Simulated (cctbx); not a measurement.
# HoFe4Co: solution and refinement

Cell a = 5.0050 Å, b = 8.4760 Å, c = 3.9790 Å, α = 90.00°, β = 90.00°, γ = 90.00°; space group Cmmm (no. 65); content Ho2 Co2 Fe8.

The data are simulated with cctbx, not measured: Mo Kα, λ = 0.71073 Å, to d = 0.7 Å, 95 % of the full sphere, strongest reflection 5000 counts, noise from counting, a 4 % proportional error and a noise floor of 15 counts (s.d.); no absorption.

Charge flipping in P1 on plain amplitudes to 0.8 Å, δ = 0.9 σ, 20 % of the reflections treated as weak, 300 cycles:

```text
cycle      R  skewness
    0  0.542     0.16
   25  0.290     4.90
   50  0.250     5.22
   75  0.275     5.17
  100  0.258     5.22
  125  0.252     5.02
  150  0.256     5.02
  175  0.260     5.08
  200  0.272     4.93
  225  0.266     5.10
  250  0.266     5.28
  275  0.286     5.16
origin shift          correlation  skewness
 0.425  0.273  0.369      0.932      7.31
 0.427  0.093  0.368      0.912      4.33
 0.417  0.445  0.358      0.887      4.65
 0.257  0.276  0.348      0.796      2.64
taken: symmetry correlation 0.932, skewness 7.31
peak      x       y       z  mult  height/sigma
Q1    0.0000  0.5000  0.0000    2     19.4
Q2    0.0000  0.1667  0.0000    4      7.2
Q3    0.0000  0.0000  0.5000    2      7.1
Q4    0.2500  0.2500  0.5000    4      6.0
Q5    0.1748  0.4457  0.1727   16      1.1
Q6    0.0000  0.3810  0.1465    8      1.0
Q7    0.0000  0.2016  0.2918    8      0.8
Q8    0.0000  0.3216  0.3582    8      0.7
Q9    0.0000  0.1404  0.5000    4      0.6
```

The origin is taken among those within 0.04 of the best correlation, by the skewness of the map.

It took 0.29 s on 1 thread of Arm Neoverse V2 (shared host), peak memory 0.07 GiB.

Q: Assign the peaks.

Heights follow Z only loosely here, so the multiplicities, which must add up to the content, decide. First model: Q1 = Ho1 (2 in the cell, height 19.4), Q2 = Fe1 (4 in the cell, height 7.2), Q3 = Co1 (2 in the cell, height 7.1) and Q4 = Fe2 (4 in the cell, height 6.0). Against the true structure, Q1 is Ho, Q2 is Fe, Q3 is Co and Q4 is Fe; the other peaks are not atoms.

Least squares on F², isotropic:

```text
Rint 0.052, 168 unique reflections to 0.70 A
cycle     R1     wR2    GooF  max shift (A)
   1  0.1381  0.2825   7.628   0.00047
   2  0.0168  0.0335   0.905   0.00000
final R1 0.0168 wR2 0.0335 GooF 0.905  parameters 5  data/parameter 33.6
atom        x        y        z      Ueq    occ   su(xyz)  su(Uiso or U11)
Ho1    0.00000  0.50000  0.00000   0.0056  1.000  0.00000  0.0001
Fe1    0.00000  0.16675  0.00000   0.0077  1.000  0.00014  0.0002
Co1    0.00000  0.00000  0.50000   0.0087  1.000  0.00000  0.0003
Fe2    0.25000  0.25000  0.50000   0.0068  1.000  0.00000  0.0002
difference map: max 1.49 min -2.91 rms 0.40
Q1    0.2472  0.0000  0.0000    4    1.60  1.27 A from Ho1
Q2    0.0000  0.0000  0.3146    4    1.49  0.74 A from Co1
Q3    0.0000  0.0000  0.0000    2    1.37  1.41 A from Fe1
Q4    0.2500  0.2500  0.0000    4    1.18  1.44 A from Fe1
Q5    0.0000  0.5000  0.0945    4    1.16  0.38 A from Ho1
```

Anisotropic refinement:

```text
Rint 0.052, 168 unique reflections to 0.70 A
cycle     R1     wR2    GooF  max shift (A)
   1  0.0168  0.0335   0.932   0.00003
   2  0.0166  0.0318   0.884   0.00000
final R1 0.0166 wR2 0.0318 GooF 0.884  parameters 14  data/parameter 12.0
atom        x        y        z      Ueq    occ   su(xyz)  su(Uiso or U11)
Ho1    0.00000  0.50000  0.00000   0.0055  1.000  0.00000  0.0002
Fe1    0.00000  0.16675  0.00000   0.0077  1.000  0.00014  0.0005
Co1    0.00000  0.00000  0.50000   0.0087  1.000  0.00000  0.0007
Fe2    0.25000  0.25000  0.50000   0.0068  1.000  0.00000  0.0005
difference map: max 1.53 min -2.92 rms 0.39
Q1    0.2464  0.0000  0.0000    4    1.63  1.27 A from Ho1
Q2    0.0000  0.0000  0.2979    4    1.42  0.80 A from Co1
Q3    0.0000  0.0000  0.0000    2    1.29  1.41 A from Fe1
Q4    0.1026  0.0582  0.1247   16    1.17  1.16 A from Fe1
Q5    0.2500  0.2500  0.0000    4    1.16  1.44 A from Fe1
Q6    0.1220  0.1216  0.3538   16    1.14  1.33 A from Co1
```

**Reading.** The refinement ends at R1 = 0.0166, wR2 = 0.0318, GooF = 0.88, with difference density between -2.92 and 1.53 e/Å³. Every site matches the true model in element, within 0.001 Å r.m.s., up to an allowed shift of origin.

True model:

| atom | mult. | x | y | z | Ueq (Å²) |
| --- | --- | --- | --- | --- | --- |
| Ho1 | 2 | 0 | 0 | 0 | 0.0053 |
| Co1 | 2 | 1/2 | 0 | 1/2 | 0.0090 |
| Fe1 | 4 | 1/4 | 1/4 | 1/2 | 0.0069 |
| Fe2 | 4 | 1/2 | 0.8331 | 0 | 0.0076 |

The model was made for the exercise: a known structure type with other elements put in, its volume estimated, not relaxed; displacement parameters are assumed.

[Middle refinement cycles are left out of these outputs.]

[Logs are printed without paths, hosts, clocks, repeated set-up lines and the standing remarks that a program may print on its own settings, such as how far it seeks lower states.]
